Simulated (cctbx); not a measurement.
# Absolute structure of EuCu2SnTe3S

Space group P3_1 (no. 144), a = 6.3340 Å, b = 6.3340 Å, c = 15.6990 Å, α = 90.00°, β = 90.00°, γ = 120.00°.

| atom | mult. | x | y | z | Ueq (Å²) |
| --- | --- | --- | --- | --- | --- |
| Eu1 | 3 | 0.7761 | 0.1075 | 0.9184 | 0.0065 |
| Te1 | 3 | 0.8197 | 0.6298 | 0.8684 | 0.0076 |
| Te2 | 3 | 0.0926 | 0.3336 | 0.7483 | 0.0070 |
| Te3 | 3 | 0.4385 | 0.0026 | 0.7558 | 0.0067 |
| Sn1 | 3 | 0.0468 | 0.6675 | 0.7504 | 0.0075 |
| Cu1 | 3 | 0.4138 | 0.3273 | 0.8254 | 0.0077 |
| Cu2 | 3 | 0.9951 | 0.7506 | 0.0029 | 0.0097 |
| S1 | 3 | 0.2992 | 0.1502 | 0.9698 | 0.0140 |

The model was made for the exercise: a known structure type with other elements put in, its volume estimated, not relaxed; displacement parameters are assumed.

Data sets are simulated with cctbx and refined with Bijvoet mates kept apart; Flack x is then fitted as the share of an inverted twin with the atoms fixed, Hooft y from the Bijvoet differences. The group has rotations alone, so the crystal has a hand.

Untwinned crystal. What Flack and Hooft values should come out?

| λ (Å) | extinction (unmodelled) | d min (Å) | top counts | error (%) | model | R1 | Flack x | s.u. | Hooft y | s.u. | pairs |
| --- | --- | --- | --- | --- | --- | --- | --- | --- | --- | --- | --- |
| 0.71073 | 0 | 0.77 | 70000 | 2 | as given | 0.0069 | -0.003 | 0.004 | 0.003 | 0.006 | 820 |
| 1.54184 | 0 | 0.83 | 5000 | 1.5 | as given | 0.0184 | 0.002 | 0.005 | 0.006 | 0.005 | 671 |

With Mo Kα, x is within 3 s.u. of 0, so the hand is right. With Cu Kα, x is within 3 s.u. of 0, so the hand is right.

A further crystal gives:

```
 λ (Å)  extinction (unmodelled)  d min (Å)  top counts  error (%)     model      R1  Flack x   s.u.  Hooft y   s.u.  pairs
0.6889                        0        0.7       70000          3  as given  0.0214    0.787  0.005    0.793  0.007   1105
```

**Question.** What is it?

It was simulated as an inversion twin with a fraction 0.8 of the inverted domain. Flack x is over 3 s.u. from both 0 and 1 and reads that fraction.

[Logs are printed without paths, hosts, clocks, repeated set-up lines and the standing remarks that a program may print on its own settings, such as how far it seeks lower states.]
